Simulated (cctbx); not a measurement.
# K2RbRh: precision against data quality

Space group P4/mbm (no. 127), a = 7.7060 Å, b = 7.7060 Å, c = 5.4240 Å, α = 90.00°, β = 90.00°, γ = 90.00°.

| atom | mult. | x | y | z | Ueq (Å²) |
| --- | --- | --- | --- | --- | --- |
| Rh1 | 2 | 0 | 1/2 | 0 | 0.0052 |
| Rb1 | 2 | 0 | 0 | 0 | 0.0027 |
| K1 | 4 | 0.3373 | 0.1627 | 1/2 | 0.0067 |

The model was made for the exercise: a known structure type with other elements put in, its volume estimated, not relaxed; displacement parameters are assumed.

Five simulated data sets (cctbx; Mo Kα, λ = 0.71073 Å; 6 % proportional error) differ in resolution or exposure (noise floor 15 counts in the first three, 8 in the last two). Each is refined with the right model, isotropic at 1.1 Å and anisotropic otherwise. How do the figures of merit and the uncertainties move?

```
d min (Å)  top counts  ⟨I/σ⟩ (unmerged, absences included)  unique  param. (scale apart)   Rint      R1  GooF  largest s.u. xyz (fractional)  s.u. U of K1 (Å²)  largest error (Å)
      1.1       70000                                 10.3      83                     4  0.043  0.0117  1.05                        0.00009             0.0004             0.0001
     0.84       70000                                 10.1     179                     9  0.048  0.0102  0.91                        0.00004             0.0002             0.0001
      0.6       70000                                  9.2     459                     9  0.049  0.0114  0.92                        0.00002             0.0001             0.0003
     0.75         300                                  1.3     245                     9  0.324  0.0479  0.85                        0.00051             0.0014             0.0009
     0.75        3000                                  4.6     245                     9  0.076  0.0165  0.85                        0.00012             0.0003             0.0002
```

The number of reflections grows roughly as 1/d³: 83, 179 and 459 here. R1 follows the noise rather than the truth: at 300 counts it is 0.0479, at 3000 counts 0.0165, while GooF is 0.85 and 0.85: the weights 1/σ² carry the noise. The s.u. of U (U11 where anisotropic) for K1 goes 0.0004, 0.0002, 0.0001 Å² with resolution and 0.0014, 0.0003 Å² with exposure.

Hardware for the 0.6 Å refinement: 0.41 s on 1 thread of Arm Neoverse V2, with other jobs on the host, peak memory 0.09 GiB.

[Logs are printed without paths, hosts, clocks, repeated set-up lines and the standing remarks that a program may print on its own settings, such as how far it seeks lower states.]
